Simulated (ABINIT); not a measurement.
## CaO (Fm-3m): G0W0 in ABINIT against the k mesh

Aim: move the k mesh of a G0W0 run on CaO (Fm-3m) over a wide range.

Method: PBE and many-body steps on it, plane waves, in ABINIT 10.8.3.

Report form: the programs' logs are mostly left out.

## (1) Set-up

Symmetry: Fm-3m, No. 225, cubic system. The conventional cell has a = 4.807 Å, b = 4.807 Å, c = 4.807 Å, α = 90.00°, β = 90.00°, γ = 90.00°. Nearest to Ca lie 6 O at 2.40 Å. Nearest to O lie 6 Ca at 2.40 Å. Farther neighbours and most contacts between anions are not listed.

Coordinates:

```cif
data_structure
_symmetry_space_group_name_H-M 'Fm-3m'
_symmetry_Int_Tables_number 225
_cell_length_a 4.8071
_cell_length_b 4.8071
_cell_length_c 4.8071
_cell_angle_alpha 90.000
_cell_angle_beta 90.000
_cell_angle_gamma 90.000
_cell_volume 111.08
loop_
_atom_site_label
_atom_site_type_symbol
_atom_site_symmetry_multiplicity
_atom_site_Wyckoff_symbol
_atom_site_fract_x
_atom_site_fract_y
_atom_site_fract_z
_atom_site_occupancy
Ca1 Ca 4 a 0.00000 0.00000 0.00000 1
O1 O 4 b 0.50000 0.00000 0.00000 1
```

The cell and positions are those that the Materials Project relaxed with its own functionals (PBE, PBE+U or r2SCAN), kept fixed.

## (2) Empty states on the mesh, 4×4×4 mesh, 98 bands

This step: ABINIT 10.8.3; DFT, PBE, plane waves, norm-conserving pseudopotentials.

The sums over transitions need many empty states on a uniform mesh; this step solves for them.

Contents of run.abi:

```
acell 3*1.0 Angstrom
rprim 
  -0.000000000000 2.403555696000 2.403555696000
  2.403555696000 -0.000000000000 2.403555696000
  2.403555696000 2.403555696000 -0.000000000000
ntypat 2
znucl 20 8
natom 2
typat 1 2
xred 
  0.000000000000 0.000000000000 0.000000000000
  0.500000000000 0.500000000000 0.500000000000
pp_dirpath "pseudos"
pseudos "Ca.upf, O.upf"
ecut 36
ngkpt 4 4 4
nshiftk 1
shiftk 0 0 0
kptopt 1
chksymbreak 0
irdden 1
istwfk *1
nband 98
prtvol 0
optdriver 6
gwr_task "HDIAGO"
paral_kgb 0
occopt 1
indata_prefix "in"
outdata_prefix "out"
tmpdata_prefix "tmp"
```

The run is started by

```console
$ OMP_NUM_THREADS=1 mpirun -n 4 abinit run.abi > log
```

The job ended after 13 s (4 MPI ranks of Arm Neoverse V2, shared host; peak memory 1.1 GiB; 52 s of CPU time).

Numbers from this step:

* gap: 3.662 eV
* k of the valence top: 0, 0, 0
* k of the conduction bottom: 0.5, 0.5, 0
* least direct gap: 4.035 eV
* k points computed: 8
* lowest point of the top converged band, above the valence top: 104.9958 eV

On this mesh the gap is 3.662 eV.

The density comes from a self-consistent run that is not shown.

## (3) Empty states on the mesh, 2×2×2 mesh, 32 bands

run.abi, as its differences from that of step 2:

```diff
@@ -15,3 +15,3 @@
 ecut 36
-ngkpt 4 4 4
+ngkpt 2 2 2
 nshiftk 1
@@ -20,10 +20,10 @@
 chksymbreak 0
+iscf -2
 irdden 1
 istwfk *1
-nband 98
+nband 32
+nbdbuf 4
+tolwfr 1e-09
+nstep 60
 prtvol 0
-optdriver 6
-gwr_task "HDIAGO"
-paral_kgb 0
-occopt 1
 indata_prefix "in"
```

Wall time 2.6 s (4 MPI ranks); peak memory 0.07 GiB; 9.9 s of CPU time.

This step gave:

```yaml
gap: 3.662 eV
k_of_the_valence_top: 0, 0, 0
k_of_the_conduction_bottom: 0.5, 0.5, 0
least_direct_gap: 4.035 eV
k_points_computed: 3
lowest_point_of_the_top_converged_band_above_the_valence_top: 35.60 eV
```

On this mesh the gap is 3.662 eV.

## (4) Empty states on the mesh, 6×6×6 mesh, 32 bands

run.abi, as its differences from that of step 3:

```diff
@@ -15,3 +15,3 @@
 ecut 36
-ngkpt 2 2 2
+ngkpt 6 6 6
 nshiftk 1
```

Elapsed: 4.8 s, on 4 MPI ranks; peak memory 0.26 GiB; 19 s of CPU time.

Numbers from this step:

| Item | Value |
| --- | --- |
| gap | 3.662 eV |
| k of the valence top | 0, 0, 0 |
| k of the conduction bottom | 0.5, 0.5, 0 |
| least direct gap | 4.035 eV |
| k points computed | 16 |
| lowest point of the top converged band, above the valence top | 35.60 eV |

On this mesh the gap is 3.662 eV.

## (5) Screening, 2×2×2 mesh, 28 bands, screening to 130.6 eV

The RPA dielectric matrix is built and inverted for each q.

This step: RPA screening on PBE, plane waves, norm-conserving pseudopotentials.

run.abi, as its differences from that of step 4:

```diff
@@ -15,3 +15,3 @@
 ecut 36
-ngkpt 6 6 6
+ngkpt 2 2 2
 nshiftk 1
@@ -20,10 +20,11 @@
 chksymbreak 0
-iscf -2
-irdden 1
 istwfk *1
-nband 32
-nbdbuf 4
-tolwfr 1e-09
-nstep 60
-prtvol 0
+occopt 1
+irdwfk 1
+optdriver 3
+nband 28
+ecuteps 4.8
+inclvkb 2
+awtr 1
+symchi 1
 indata_prefix "in"
```

Run time: 2.1 s. Hardware: 4 MPI ranks; peak memory 0.08 GiB.

Numbers from this step:

```yaml
eps_infinity_with_local_fields_on_this_mesh_along_the_program_s_q_direction: 5.335
the_same_without_local_fields: 5.809
plasma_frequency: 28.19 eV
plane_waves_in_the_screening_matrix: 113
```

Local fields lower ε∞ by 8 %. On a Γ-centred mesh this coarse the value itself is usually too large, while a short band sum pulls it down.

## (6) 2×2×2

This step: G0W0 on PBE, plane waves, norm-conserving pseudopotentials.

run.abi, as its differences from that of step 5:

```diff
@@ -23,8 +23,17 @@
 irdwfk 1
-optdriver 3
+optdriver 4
 nband 28
+gwcalctyp 0
+ecutsigx 36
+symsigma 1
+nkptgw 2
+kptgw 
+  0.0000000000 0.0000000000 0.0000000000
+  0.5000000000 0.5000000000 0.0000000000
+bdgw 
+  6 12
+  7 10
 ecuteps 4.8
-inclvkb 2
-awtr 1
-symchi 1
+irdscr 1
+ppmodel 1
 indata_prefix "in"
```

Elapsed: 2.2 s, on 4 MPI ranks; peak memory 0.11 GiB.

This step gave:

* G0W0 gap on the points computed: 5.397 eV
* starting gap on the mesh: 3.662 eV
* k of the valence top: 0, 0, 0
* k of the conduction bottom: 0.5, 0.5, 0
* Z at the valence top: 0.787
* Z at the conduction bottom: 0.847
* least direct G0W0 gap on the computed points: 5.715 eV

## (7) Screening, 4×4×4 mesh, 28 bands, screening to 130.6 eV

This step: RPA screening on PBE, plane waves, norm-conserving pseudopotentials.

run.abi, as its differences from that of step 6:

```diff
@@ -15,3 +15,3 @@
 ecut 36
-ngkpt 2 2 2
+ngkpt 4 4 4
 nshiftk 1
@@ -23,17 +23,8 @@
 irdwfk 1
-optdriver 4
+optdriver 3
 nband 28
-gwcalctyp 0
-ecutsigx 36
-symsigma 1
-nkptgw 2
-kptgw 
-  0.0000000000 0.0000000000 0.0000000000
-  0.5000000000 0.5000000000 0.0000000000
-bdgw 
-  6 12
-  7 10
 ecuteps 4.8
-irdscr 1
-ppmodel 1
+inclvkb 2
+awtr 1
+symchi 1
 indata_prefix "in"
```

Elapsed: 3.6 s, on 4 MPI ranks; peak memory 0.39 GiB; 14 s of CPU time.

This step gave:

```yaml
eps_infinity_with_local_fields_on_this_mesh_along_the_program_s_q_direction: 3.655
the_same_without_local_fields: 3.999
plasma_frequency: 28.19 eV
plane_waves_in_the_screening_matrix: 113
```

## (8) 4×4×4

The self-energy is evaluated for the states that the input lists, and the levels follow from it, in one-shot runs by the linearised quasiparticle equation.

This step: G0W0 on PBE, plane waves, norm-conserving pseudopotentials.

run.abi, as its differences from that of step 7:

```diff
@@ -23,8 +23,17 @@
 irdwfk 1
-optdriver 3
+optdriver 4
 nband 28
+gwcalctyp 0
+ecutsigx 36
+symsigma 1
+nkptgw 2
+kptgw 
+  0.0000000000 0.0000000000 0.0000000000
+  0.5000000000 0.5000000000 0.0000000000
+bdgw 
+  6 12
+  7 10
 ecuteps 4.8
-inclvkb 2
-awtr 1
-symchi 1
+irdscr 1
+ppmodel 1
 indata_prefix "in"
```

It took 2.7 s on 4 MPI ranks; peak memory 0.13 GiB.

This step gave:

```yaml
g0w0_gap_on_the_points_computed: 5.802 eV
starting_gap_on_the_mesh: 3.662 eV
k_of_the_valence_top: 0, 0, 0
k_of_the_conduction_bottom: 0.5, 0.5, 0
z_at_the_valence_top: 0.791
z_at_the_conduction_bottom: 0.853
least_direct_g0w0_gap_on_the_computed_points: 6.085 eV
```

The gap on the mesh goes from 3.66 eV to 5.80 eV, a correction of +2.14 eV.

## (9) Screening, 6×6×6 mesh, 28 bands, screening to 130.6 eV

This step: RPA screening on PBE, plane waves, norm-conserving pseudopotentials.

run.abi, as its differences from that of step 8:

```diff
@@ -15,3 +15,3 @@
 ecut 36
-ngkpt 4 4 4
+ngkpt 6 6 6
 nshiftk 1
@@ -23,17 +23,8 @@
 irdwfk 1
-optdriver 4
+optdriver 3
 nband 28
-gwcalctyp 0
-ecutsigx 36
-symsigma 1
-nkptgw 2
-kptgw 
-  0.0000000000 0.0000000000 0.0000000000
-  0.5000000000 0.5000000000 0.0000000000
-bdgw 
-  6 12
-  7 10
 ecuteps 4.8
-irdscr 1
-ppmodel 1
+inclvkb 2
+awtr 1
+symchi 1
 indata_prefix "in"
```

Run time: 14 s. Hardware: 4 MPI ranks; peak memory 0.53 GiB; 54 s of CPU time.

This step gave:

```
ε∞ with local fields, on this mesh, along the program's q direction : 3.554
the same without local fields                                       : 3.893
plasma frequency                                                    : 28.19 eV
plane waves in the screening matrix                                 : 113
```

## (10) 6×6×6

This step: G0W0 on PBE, plane waves, norm-conserving pseudopotentials.

run.abi, as its differences from that of step 9:

```diff
@@ -23,8 +23,17 @@
 irdwfk 1
-optdriver 3
+optdriver 4
 nband 28
+gwcalctyp 0
+ecutsigx 36
+symsigma 1
+nkptgw 2
+kptgw 
+  0.0000000000 0.0000000000 0.0000000000
+  0.5000000000 0.5000000000 0.0000000000
+bdgw 
+  6 12
+  7 10
 ecuteps 4.8
-inclvkb 2
-awtr 1
-symchi 1
+irdscr 1
+ppmodel 1
 indata_prefix "in"
```

Elapsed: 3.5 s, on 4 MPI ranks; peak memory 0.54 GiB.

This step gave:

| Property | Result |
| --- | --- |
| G0W0 gap on the points computed | 5.827 eV |
| starting gap on the mesh | 3.662 eV |
| k of the valence top | 0, 0, 0 |
| k of the conduction bottom | 0.5, 0.5, 0 |
| least direct G0W0 gap on the computed points | 6.106 eV |

Against the run before, the gap moves by +0.025 eV.

## (11) The runs together

Times are wall times on 4 MPI ranks of Arm Neoverse V2, shared host, good to a factor of about two. A run's time includes the screening step that it read.

| run | mesh | bands | screening cutoff (eV) | DFT gap (eV) | gap on the mesh (eV) | direct (eV) | ε∞ used | time |
| --- | --- | --- | --- | --- | --- | --- | --- | --- |
| 2×2×2 | 2×2×2 | 28 | 130.6 | 3.662 | 5.397 | 5.715 | 5.34 | 4.3 s |
| 4×4×4 | 4×4×4 | 28 | 130.6 | 3.662 | 5.802 | 6.085 | 3.65 | 6.4 s |
| 6×6×6 | 6×6×6 | 28 | 130.6 | 3.662 | 5.827 | 6.106 | 3.55 | 17 s |

## (12) What came out

```
2×2×2        : 5.397 eV
4×4×4        : 5.802 eV
6×6×6        : 5.827 eV
known limits : not at the basis limit; coarse k mesh
```

What this shows: The setting moved: k mesh. From 2×2×2 to 6×6×6 the gap moves by +0.43 eV, for 4.0 times the time. The last step still moves it by +0.025 eV. Bands and screening cutoff are coupled, so a series along one setting does not show full convergence. Bands and cutoff are finite, so the gap is not at the basis limit. The miss can reach some tenths of an eV and take either sign; the mesh is an error of its own. In the G0W0 runs levels were corrected at 2 k points alone, so a gap called «on the mesh» is the least over those, and an edge elsewhere would be missed. The 2×2×2 mesh is coarse for this cell, which bears on the long-range parts of exchange and screening.

[Paths, hosts, dates, memory and timing lines, banners, echoed tables and standing remarks are left out of the program output.]

[Logs are printed without paths, hosts, clocks, repeated set-up lines and the standing remarks that a program may print on its own settings, such as how far it seeks lower states.]

[Runs of the session that timed out or met a known fault of the program may be left out.]

[Hosts, paths, dates, database ids (printed as entryN), source tags and the programs' standing remarks are cut or masked in the printed files.]

[G0W0 gaps are taken among the corrected bands and points alone; a level outside them can change the order at an edge.]

[Where Ansatz stands beside ABINIT at settings called matched, ABINIT's density can come from a denser mesh and the files from another edition; pairs whose starting gaps differed by over 0.03 eV were left out, so agreement reads better than it is.]
